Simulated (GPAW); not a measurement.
# Surface energy and work function of Pb(100) from slabs of 4 to 14 layers (LDA)

How do energy and work function of Pb(100) films settle with thickness, and what surface energy follows?

**Method.** GPAW 26.7.0, plane waves at 450 eV with PAW setups; symmetric 1×1 slabs cut at the tabulated lattice constant (two decimals; low-temperature values for the alkali metals), atoms at bulk places, 7.5 Å of vacuum on each side, one in-plane mesh for all thicknesses, Fermi-Dirac smearing of 0.1 eV. Energies are extrapolated to zero smearing and count from the program's reference atoms. Functional LDA. The cell's area is 12.251 Å².

The runs, one held back:

| layers | energy (eV) | work function (eV) |
| --- | --- | --- |
| 4 | −17.1761 | 4.11 |
| 5 | −21.6011 | 4.00 |
| 6 | −26.1304 | 4.06 |
| 7 | −30.5936 | 4.06 |
| 8 | −35.1207 | 4.07 |
| 9 | −39.6089 | 4.07 |
| 10 | −44.1144 | 4.06 |
| 11 | −48.6066 | 4.05 |
| 12 | −53.0986 | 4.05 |
| 14 | ? | ? |

To predict: What surface energy do these runs give, and what energy and work function should the 14-layer slab have?

A: A slab of n layers has E(n) = nε + 2Aγ once its middle is bulk-like. A line through n = 6 to 12 has the slope ε = −4.4973 eV a layer and the intercept 2Aγ = 0.8652 eV (r.m.s. residual 10.4 meV). So γ = 0.8652 / (2 × 12.251 Å²) = 0.0353 eV/Å² = 0.57 J/m², with a standard error of about 0.01 J/m² from the scatter about the line. For 14 layers: 0.8652 + 14 × (−4.4973) = −62.097 eV; the run gives −62.089 eV, 7.5 meV over the line. The work function has no such law: from 6 to 12 layers it moves between 4.05 and 4.07 eV (mean 4.06), and the 14-layer slab gives 4.05 eV. The thinnest slab, 4 layers, lies +0.05 eV from that mean.

**Limits.** The surfaces are unrelaxed, so γ is an upper bound for this functional and lattice constant. The tabulated lattice constant isn't the functional's own, which strains the slab a little. Spin-orbit coupling is left out.
